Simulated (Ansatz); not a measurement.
The crystal is Y2Ti2S2O5 (I4/mmm).

Symmetry: I4/mmm, No. 139, tetragonal system. The conventional cell has a = 3.796 Å, b = 3.796 Å, c = 23.091 Å, α = 90.00°, β = 90.00°, γ = 90.00°. Nearest to Y lie 4 O at 2.46 Å and 5 S at 2.83 to 2.96 Å. Ti has 5 O at 1.81 to 1.96 Å and 1 S at 2.93 Å nearest. S has 5 Y at 2.83 to 2.96 Å and 1 Ti at 2.93 Å nearest. Nearest to O lie 2 Ti at 1.81 Å. Nearest to O lie 2 Ti at 1.96 Å and 2 Y at 2.46 Å. Farther neighbours and most contacts between anions are not listed.

```cif
data_structure
_symmetry_space_group_name_H-M 'P 1'
_symmetry_Int_Tables_number 1
_cell_length_a 11.8532
_cell_length_b 11.8532
_cell_length_c 11.8532
_cell_angle_alpha 161.572
_cell_angle_beta 161.572
_cell_angle_gamma 26.176
_cell_volume 166.36
loop_
_atom_site_label
_atom_site_type_symbol
_atom_site_fract_x
_atom_site_fract_y
_atom_site_fract_z
_atom_site_occupancy
Y1 Y 0.66670 0.66670 0.00000 1
Y2 Y 0.33330 0.33330 0.00000 1
Ti3 Ti 0.92149 0.92149 0.00000 1
Ti4 Ti 0.07851 0.07851 0.00000 1
S5 S 0.79475 0.79475 0.00000 1
S6 S 0.20525 0.20525 0.00000 1
O7 O 0.00000 0.00000 0.00000 1
O8 O 0.90080 0.40081 0.50000 1
O9 O 0.59920 0.09920 0.50000 1
O10 O 0.40081 0.90080 0.50000 1
O11 O 0.09920 0.59920 0.50000 1
```

The cell and positions are those that the Materials Project relaxed with its own functionals (PBE, PBE+U or r2SCAN), kept fixed. At the settings of the band run the largest force is still 0.22 eV/Å.

Gaps computed with Ansatz 0.2.0 without a self-energy: r2SCAN 1.16 eV and r2SCAN+SOC 1.12 eV.

Question: Estimate the G0W0@r2SCAN gap with 6×6×6 mesh, 764 empty bands, screening to 160 eV, PAW set soft_1 files.

About 2.79 eV: on its mesh the run moves the gap from 1.16 eV by +1.63 eV. Spin-orbit coupling is not in that value; its −0.04 eV at the r2SCAN level would bring it to about 2.75 eV. Bands and cutoff are finite, so the gap is not at the basis limit. The miss can reach some tenths of an eV and take either sign; the mesh is an error of its own. The many-body steps are scalar-relativistic: spin-orbit coupling is not in them.

[Paths, hosts, dates, memory and timing lines, banners, echoed tables and standing remarks are left out of the program output.]

[Logs are printed without paths, hosts, clocks, repeated set-up lines and the standing remarks that a program may print on its own settings, such as how far it seeks lower states.]

[Runs of the session that timed out or met a known fault of the program may be left out.]

[Cells called generated may have been cut or substituted from an entry of the Crystallography Open Database or the Materials Project.]

[Hosts, paths, dates, database ids (printed as entryN), source tags and the programs' standing remarks are cut or masked in the printed files.]
